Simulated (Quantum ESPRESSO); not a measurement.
# Collinear magnetic orders of MgNi3C with Quantum ESPRESSO, part 2 of 2

Wanted: the moments of MgNi3C and the energy of each order that was tried.

Quantum ESPRESSO 7.5; PBEsol; plane waves with GBRV 1.5 PBEsol potentials, no spin-orbit coupling.

So far: The structure; Run 1 (ferro +++).

## Step 3: Run 2 (ferri ++−)

pw.in

```
&CONTROL
  calculation = 'scf'
  prefix = 'pwscf'
  outdir = './tmp'
  pseudo_dir = './pseudo'
  disk_io = 'nowf'
/
&SYSTEM
  ibrav = 0
  celldm(1) = 8
  nat = 5
  ntyp = 4
  ecutwfc = 50
  ecutrho = 350
  nbnd = 45
  occupations = 'smearing'
  smearing = 'fd'
  degauss = 0.00367493
  nspin = 2
  starting_magnetization(1) = 0
  starting_magnetization(2) = 0.0556
  starting_magnetization(3) = -0.0556
  starting_magnetization(4) = 0
/
&ELECTRONS
  conv_thr = 1d-08
  electron_maxstep = 150
  mixing_beta = 0.1
/
ATOMIC_SPECIES
Mg     24.3050 mg_pbesol_v1.4.uspp.F.UPF
Ni1    58.6934 ni_pbesol_v1.4.uspp.F.UPF
Ni2    58.6934 ni_pbesol_v1.4.uspp.F.UPF
C      12.0110 c_pbesol_v1.2.uspp.F.UPF
CELL_PARAMETERS alat
   0.8997222295109    0.0000000000000    0.0000000000000
   0.0000000000000    0.8997222295109    0.0000000000000
   0.0000000000000    0.0000000000000    0.8997222295109
ATOMIC_POSITIONS crystal
Mg      0.0000000000    0.0000000000    0.0000000000
Ni1     0.0000000000    0.5000000000    0.5000000000
Ni1     0.5000000000    0.0000000000    0.5000000000
Ni2     0.5000000000    0.5000000000    0.0000000000
C       0.5000000000    0.5000000000    0.5000000000
K_POINTS automatic
8 8 8 0 0 0
```

Launch:

```bash
OMP_NUM_THREADS=1 mpirun -n 2 pw.x -nk 2 -in pw.in > pw.out
```

Output:

```text
[banner, memory and clock lines left out]
Program PWSCF v.7.5 starts

     Message from routine setup:
     using ibrav=0 with symmetry is DISCOURAGED, use correct ibrav instead

     bravais-lattice index     =            0
     lattice parameter (alat)  =       8.0000  a.u.
     unit-cell volume          =     372.9025 (a.u.)^3
     number of atoms/cell      =            5
     number of atomic types    =            4
     number of electrons       =        68.00
     number of Kohn-Sham states=           45
     kinetic-energy cutoff     =      50.0000  Ry
     charge density cutoff     =     350.0000  Ry
     scf convergence threshold =      1.0E-08
     mixing beta               =       0.1000
     number of iterations used =            8  plain     mixing
     Exchange-correlation= SLA  PW   PSX  PSC
                           (   1   4  10   8   0   0   0)

     celldm(1)=   8.000000  celldm(2)=   0.000000  celldm(3)=   0.000000
     celldm(4)=   0.000000  celldm(5)=   0.000000  celldm(6)=   0.000000

     crystal axes: (cart. coord. in units of alat)
               a(1) = (   0.899722   0.000000   0.000000 )
               a(2) = (   0.000000   0.899722   0.000000 )
               a(3) = (   0.000000   0.000000   0.899722 )

     reciprocal axes: (cart. coord. in units 2 pi/alat)
               b(1) = (  1.111454  0.000000  0.000000 )
               b(2) = (  0.000000  1.111454  0.000000 )
               b(3) = (  0.000000  0.000000  1.111454 )

     PseudoPot. # 1 for Mg read from file:
     mg_pbesol_v1.4.uspp.F.UPF
     Pseudo is Ultrasoft, Zval = 10.0

     PseudoPot. # 2 for Ni read from file:
     ni_pbesol_v1.4.uspp.F.UPF
     Pseudo is Ultrasoft + core correction, Zval = 18.0

     PseudoPot. # 3 for Ni read from file:
     ni_pbesol_v1.4.uspp.F.UPF
     Pseudo is Ultrasoft + core correction, Zval = 18.0

     PseudoPot. # 4 for C  read from file:
     c_pbesol_v1.2.uspp.F.UPF
     Pseudo is Ultrasoft + core correction, Zval =  4.0

     atomic species   valence    mass     pseudopotential
     Mg               10.00    24.30500     Mg( 1.00)
     Ni1              18.00    58.69340     Ni( 1.00)
     Ni2              18.00    58.69340     Ni( 1.00)
     C                 4.00    12.01100     C ( 1.00)

     Starting magnetic structure
     atomic species   magnetization
     Mg              0.000
     Ni1             0.056
     Ni2            -0.056
     C               0.000

     16 Sym. Ops., with inversion, found

   Cartesian axes

     site n.     atom                  positions (alat units)
         1        Mg     tau(   1) = (   0.0000000   0.0000000   0.0000000  )
         2        Ni1    tau(   2) = (   0.0000000   0.4498611   0.4498611  )
         3        Ni1    tau(   3) = (   0.4498611   0.0000000   0.4498611  )
         4        Ni2    tau(   4) = (   0.4498611   0.4498611   0.0000000  )
         5        C      tau(   5) = (   0.4498611   0.4498611   0.4498611  )

     number of k points=    75  Fermi-Dirac smearing, width (Ry)=  0.0037
                       cart. coord. in units 2pi/alat
        k(    1) = (   0.0000000   0.0000000   0.0000000), wk =   0.0019531
        k(    2) = (   0.0000000   0.0000000   0.1389318), wk =   0.0039062
        k(    3) = (   0.0000000   0.0000000   0.2778635), wk =   0.0039062
        k(    4) = (   0.0000000   0.0000000   0.4167953), wk =   0.0039062
        k(    5) = (   0.0000000   0.0000000  -0.5557271), wk =   0.0019531
        [... 70 further k-points ...]

     Dense  grid:    41347 G-vectors     FFT dimensions: (  45,  45,  45)

     Smooth grid:    17845 G-vectors     FFT dimensions: (  36,  36,  36)

     Check: negative core charge=   -0.000006
     Generating pointlists ...
     new r_m :   0.2624 (alat units)  2.0995 (a.u.) for type    1
     new r_m :   0.1856 (alat units)  1.4845 (a.u.) for type    2
     new r_m :   0.1856 (alat units)  1.4845 (a.u.) for type    3
     new r_m :   0.1856 (alat units)  1.4845 (a.u.) for type    4

     Initial potential from superposition of free atoms

     starting charge      61.6997, renormalised to      68.0000
     Starting wfcs are   48 randomized atomic wfcs

     Self-consistent Calculation

     iteration #  1     ecut=    50.00 Ry     beta= 0.10
     Davidson diagonalization with overlap
     ethr =  1.00E-02,  avg # of iterations =  5.9

     total energy              =   -1168.58744075 Ry
     estimated scf accuracy    <     121.32637993 Ry

     total magnetization       =     0.29 Bohr mag/cell
     absolute magnetization    =     0.81 Bohr mag/cell

     iteration #  2     ecut=    50.00 Ry     beta= 0.10
     Davidson diagonalization with overlap
     ethr =  1.00E-02,  avg # of iterations =  3.8

     total energy              =   -1158.55730900 Ry
     estimated scf accuracy    <      37.64452620 Ry

     total magnetization       =     0.63 Bohr mag/cell
     absolute magnetization    =     1.83 Bohr mag/cell

     [... further iterations left out ...]

     iteration # 34     ecut=    50.00 Ry     beta= 0.10
     Davidson diagonalization with overlap
     ethr =  5.19E-11,  avg # of iterations =  1.3

     total energy              =   -1165.91306385 Ry
     estimated scf accuracy    <       0.00000002 Ry

     total magnetization       =     0.00 Bohr mag/cell
     absolute magnetization    =     0.00 Bohr mag/cell

     iteration # 35     ecut=    50.00 Ry     beta= 0.10
     Davidson diagonalization with overlap
     ethr =  3.57E-11,  avg # of iterations =  2.1

     Magnetic moment per site  (integrated on atomic sphere of radius R)
     atom   1 (R=0.262)  charge=  8.7366  magn=  0.0000
     atom   2 (R=0.186)  charge= 15.3109  magn= -0.0006
     atom   3 (R=0.186)  charge= 15.3109  magn= -0.0006
     atom   4 (R=0.186)  charge= 15.3109  magn= -0.0003
     atom   5 (R=0.186)  charge=  2.8583  magn= -0.0001

     End of self-consistent calculation

     Number of k-points >= 100: set verbosity='high' to print the bands.

     the Fermi energy is    14.1003 ev

!    total energy              =   -1165.91306396 Ry
     estimated scf accuracy    <          5.1E-09 Ry
     smearing contrib. (-TS)   =      -0.00301544 Ry
     internal energy E=F+TS    =   -1165.91004852 Ry

     The total energy is F=E-TS. E is the sum of the following terms:
     one-electron contribution =    -765.97188208 Ry
     hartree contribution      =     414.29485358 Ry
     xc contribution           =    -125.94803607 Ry
     ewald contribution        =    -688.28498395 Ry

     total magnetization       =    -0.00 Bohr mag/cell
     absolute magnetization    =     0.00 Bohr mag/cell

     convergence has been achieved in  35 iterations
```

Wall time 12 min (2 MPI ranks of Arm Neoverse N1, shared host); peak memory 0.55 GiB; 24 min of CPU time.

Spin moment in the atom's sphere by atom:

| atom | spin moment in the atom's sphere (μB) |
| --- | --- |
| Mg1 | 0.0000 |
| Ni2 | -0.0006 |
| Ni3 | -0.0006 |
| Ni4 | -0.0003 |
| C5 | -0.0001 |

Read from the output:

```yaml
smearing_term_ts: 0.04103 eV
magnetization: 0 μB
absolute_magnetization: 0 μB
final_state: non-magnetic
```

## Step 4: Start 3: no spin polarisation

pw.in

```
&CONTROL
  calculation = 'scf'
  prefix = 'pwscf'
  outdir = './tmp'
  pseudo_dir = './pseudo'
  disk_io = 'nowf'
/
&SYSTEM
  ibrav = 0
  celldm(1) = 8
  nat = 5
  ntyp = 3
  ecutwfc = 50
  ecutrho = 350
  nbnd = 44
  occupations = 'smearing'
  smearing = 'fd'
  degauss = 0.00367493
/
&ELECTRONS
  conv_thr = 1d-08
  electron_maxstep = 150
  mixing_beta = 0.1
/
ATOMIC_SPECIES
Mg     24.3050 mg_pbesol_v1.4.uspp.F.UPF
Ni     58.6934 ni_pbesol_v1.4.uspp.F.UPF
C      12.0110 c_pbesol_v1.2.uspp.F.UPF
CELL_PARAMETERS alat
   0.8997222295109    0.0000000000000    0.0000000000000
   0.0000000000000    0.8997222295109    0.0000000000000
   0.0000000000000    0.0000000000000    0.8997222295109
ATOMIC_POSITIONS crystal
Mg      0.0000000000    0.0000000000    0.0000000000
Ni      0.0000000000    0.5000000000    0.5000000000
Ni      0.5000000000    0.0000000000    0.5000000000
Ni      0.5000000000    0.5000000000    0.0000000000
C       0.5000000000    0.5000000000    0.5000000000
K_POINTS automatic
8 8 8 0 0 0
```

Output:

```text
     [... lines left out ...]
Program PWSCF v.7.5 starts
     [... lines left out ...]
     number of atoms/cell      =            5
     [... lines left out ...]
     number of electrons       =        68.00
     number of Kohn-Sham states=           44
     kinetic-energy cutoff     =      50.0000  Ry
     charge density cutoff     =     350.0000  Ry
     scf convergence threshold =      1.0E-08
     [... lines left out ...]
     48 Sym. Ops., with inversion, found
     [... lines left out ...]
     number of k points=    35  Fermi-Dirac smearing, width (Ry)=  0.0037
     [... lines left out ...]
     iteration # 18     ecut=    50.00 Ry     beta= 0.10
     [... lines left out ...]
     the Fermi energy is    14.1004 ev
!    total energy              =   -1165.91306974 Ry
     estimated scf accuracy    <          8.7E-10 Ry
     smearing contrib. (-TS)   =      -0.00301542 Ry
     [... lines left out ...]
     convergence has been achieved in  18 iterations
```

Wall time 100 s (2 MPI ranks); peak memory 0.33 GiB; 3.3 min of CPU time.

This step gave:

```
smearing term TS : 0.04103 eV
final state      : non-magnetic (no spin polarisation)
```

## Step 5: The states side by side

An order is kept where moments of 0.15 μB or more survive with the typed signs; meshes match where a doubled cell samples the same k points as the first cell.

Orders:

| start | final state | typed order kept | energy over the lowest (meV a seeded atom) | largest site moment (μB) | net moment (μB a cell of the first run) | mesh matched | CPU time (s) |
| --- | --- | --- | --- | --- | --- | --- | --- |
| ferro +++ | non-magnetic | no | 0.02625 | 6.72e-4 | 0.00224 | yes | 484.6 |
| ferri ++- | non-magnetic | no | 0.02624 | 5.71e-4 | 0.001593 | yes | 1459 |
| no spin polarisation | non-magnetic | - | 0 | 0 | 0 | yes | 199.5 |

## Step 6: Results

| Item | Value |
| --- | --- |
| lowest state found | non-magnetic (from ferro +++, ferri ++- and no spin polarisation) |
| largest site moment | 0 μB |

In words: The lowest state carries no moment, and no start kept one. Only these 3 starts were compared; other wavevectors, canted and longer-period orders were not.

[Logs and program files are shortened in this print: banners, set-up blocks, solver, clock and traceback lines can be left out without a mark of their own.]

[Logs are printed without paths, hosts, clocks, repeated set-up lines and the standing remarks that a program may print on its own settings, such as how far it seeks lower states.]

[Hosts, paths, dates, database ids (printed as entryN), source tags and the programs' standing remarks are cut or masked in the printed files.]

[Where a cell is said to come from a database of computed structures, the database is the Materials Project.]
